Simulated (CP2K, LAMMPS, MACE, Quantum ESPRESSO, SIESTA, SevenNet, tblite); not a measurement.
# Bulk modulus two ways: amorphous 63GeO2-24PbO-13Al2O3 (mol %) (115 atoms), CP2K double zeta, PBE

The cell holds 115 atoms (24 Ge, 9 Pb, 10 Al and 72 O). Recipe: 115 atoms (24 Ge, 9 Sr, 10 Al, 72 O) placed at random at 3.86 g/cm³, melted at 5000 K for 10 ps at fixed volume with the Morse and Coulomb pair potential with partial charges (Pedone, Malavasi, Menziani, Cormack and Segre, J. Phys. Chem. B 110, 11780 (2006)). Quenched from 5000 K to 300 K at 1000 K/ps and fixed volume, held 10 ps at zero pressure, then minimised at fixed cell. Then Sr was replaced by Pb and the cell scaled by 1.008 (the potential has no terms for the new elements, so the cell is a start for a DFT relaxation). Then the atoms were relaxed with MACE MP-0b3 medium in the fixed cell.

Calculated with CP2K 2026.2: PBE; DZVP-MOLOPT-SR, GTH-PBE potentials, 600 Ry; k-points Γ. The cell is scaled evenly by ±3 % in volume, and MACE MP-0b3 medium relaxes the atoms at each volume before the single point.

| volume (Å³/atom) | energy less the middle row's (meV/atom) | pressure (GPa) |
| --- | --- | --- |
| 14.216 | 4.782 | 3.348 |
| 14.656 | 0.000 | 1.677 |
| 15.096 | -0.545 | 0.175 |

**Question.** Find the bulk modulus at the middle volume from the pressures and from the energies, and check the printed pressure against the slope of the energy (1 meV/Å³ = 0.16022 GPa).

**Working.**

The step is h = 0.4397 Å³. From pressures: B = −V dP/dV = 14.656 × (3.348 − (0.175)) / (2 × 0.4397) = 52.9 GPa.

From energies: B = V d²E/dV² = 14.656 × (4.782 + (-0.545)) / 0.4397² = 321.2 meV/Å³ = 51.5 GPa.

Slope: P = −dE/dV = −(-0.545 − (4.782)) / (2 × 0.4397) = 6.06 meV/Å³ = 0.97 GPa, against 1.68 GPa printed.

The two moduli agree within 3 %.

A central difference over ±3 % overstates P by about B(1 + B′)(0.03)²/6, some 0.04 GPa for B′ = 4, which is small against the gap found. The atoms follow MACE MP-0b3 medium, so this level's forces do work along the path, which enters the energies but not the printed pressures.

Limits: three points, a static cell at zero temperature, the cell shape held; the modulus is that at 1.7 GPa, not at zero pressure.

[Hosts, paths, dates, database ids (printed as entryN), source tags and the programs' standing remarks are cut or masked in the printed files.]
